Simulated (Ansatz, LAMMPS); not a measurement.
# What went wrong? glassy 53P2O5-24SrO-24Li2O (mol %) (83 atoms)

Program: Ansatz 0.2.0. The cell: 18 P, 4 Sr, 8 Li and 53 O.

input.yaml reads:

```yaml
crystal:
  lattice:
    - [10.40597, 0.0, 0.0]
    - [0.0, 10.40597, 0.0]
    - [0.0, 0.0, 10.40597]
  atoms:
    - { symbol: P, position: [0.17508, 0.44774, 0.09774] }
    - { symbol: P, position: [0.4679, 0.07505, 0.31978] }
    - { symbol: P, position: [0.0524, 0.96593, 0.54164] }
    - { symbol: P, position: [0.16367, 0.50808, 0.6234] }
    - { symbol: P, position: [0.34917, 0.87866, 0.91006] }
    - { symbol: P, position: [0.1088, 0.76968, 0.76428] }
    - { symbol: P, position: [0.78344, 0.36049, 0.32199] }
    - { symbol: P, position: [0.21126, 0.21183, 0.27015] }
    - { symbol: P, position: [0.6812, 0.29494, 0.83634] }
    - { symbol: P, position: [0.30339, 0.14604, 0.78683] }
    - { symbol: P, position: [0.53497, 0.18893, 0.59678] }
    - { symbol: P, position: [0.89532, 0.75413, 0.40062] }
    - { symbol: P, position: [0.52837, 0.4501, 0.43608] }
    - { symbol: P, position: [0.01632, 0.03003, 0.13707] }
    - { symbol: P, position: [0.491, 0.67826, 0.61971] }
    - { symbol: P, position: [0.1507, 0.61271, 0.34447] }
    - { symbol: P, position: [0.66946, 0.91552, 0.58928] }
    - { symbol: P, position: [0.71909, 0.72864, 0.15984] }
    [... 59 atom lines left out ...]
    - { symbol: O, position: [0.1517, 0.53334, 0.22] }
    - { symbol: O, position: [0.54761, 0.60443, 0.72942] }
    - { symbol: O, position: [0.17554, 0.97898, 0.46714] }
    - { symbol: O, position: [0.41197, 0.173, 0.68708] }
    - { symbol: O, position: [0.1141, 0.11514, 0.21316] }
    - { symbol: O, position: [0.01981, 0.67864, 0.36168] }
kpoints:
  mp_grid: { grid: [1, 1, 1] }
hamiltonian:
  xc: pbe
scf:
  occupations: { method: fixed }
  eigensolver: { kind: { support_functions: { accuracy: medium, radius: 3.11 } } }
  max_iter: 150
output:
  forces: true
  eigenvalues: true
```

Command:

```sh
ansatz run input.yaml --threads 4 --pin off --max-ram 8192MiB --backend cpu --events-out ev --progress --plain --runs-dir out
```

The program printed:

```text
Warning: scf.eigensolver.kind.support_functions: disabling space-group detection — the functions' gradient is summed over unrotated k-points, so no spatial operation reduces the k-mesh or symmetrises the density; time reversal is kept, so that k and −k are solved as one point where they differ and the mesh holds both, and exact exchange and, on two spinor components, a DFT+U term hold to it where the run has them: [...]
Warning: basis.ecutwfc = 464 eV, auto-derived: no grid that the accuracy of the support functions lays serves the files at the lower one that their records recommend; a deck with other species or settings can derive another value
settings of this run that can trade accuracy for cost: scf.eigensolver.kind.support_functions [...]
Engine: ansatz 0.2.0, aarch64-unknown-linux-gnu
Pseudopotentials: kind: paw
Pseudopotential: P, paw, valence charge 5, recommended cutoff 420 eV (normal), P.paw.azcp
Pseudopotential: Sr, paw, valence charge 10, recommended cutoff 420 eV (normal), Sr.paw.azcp
Pseudopotential: Li, paw, valence charge 3, recommended cutoff 420 eV (normal), Li.paw.azcp
Pseudopotential: O, paw, valence charge 6, recommended cutoff 420 eV (normal), O.paw.azcp
[... 5 lines on functional and potentials left out ...]
Error: SCF: the radius of support functions is under 3.48 Å, the least for these sites at the functions' level (scf.eigensolver.kind.support_functions.accuracy). Use scf.eigensolver.kind: auto, or type scf.eigensolver.kind.support_functions.radius at least as long, [...]
```

The job ended after 4.6 s (4 threads of Arm Neoverse V2, shared host; peak memory 0.29 GiB).

**Question.** What is wrong with this input, and how is it mended?

A radius under the least that the level allows: support_functions.radius = 3.11.

The fix is to use a longer radius.

The run ended with an error.

[Long decimals in the printed logs are rounded to 6 places.]

[Logs are printed without paths, hosts, clocks, repeated set-up lines and the standing remarks that a program may print on its own settings, such as how far it seeks lower states.]

[Hosts, paths, dates, database ids (printed as entryN), source tags and the programs' standing remarks are cut or masked in the printed files.]
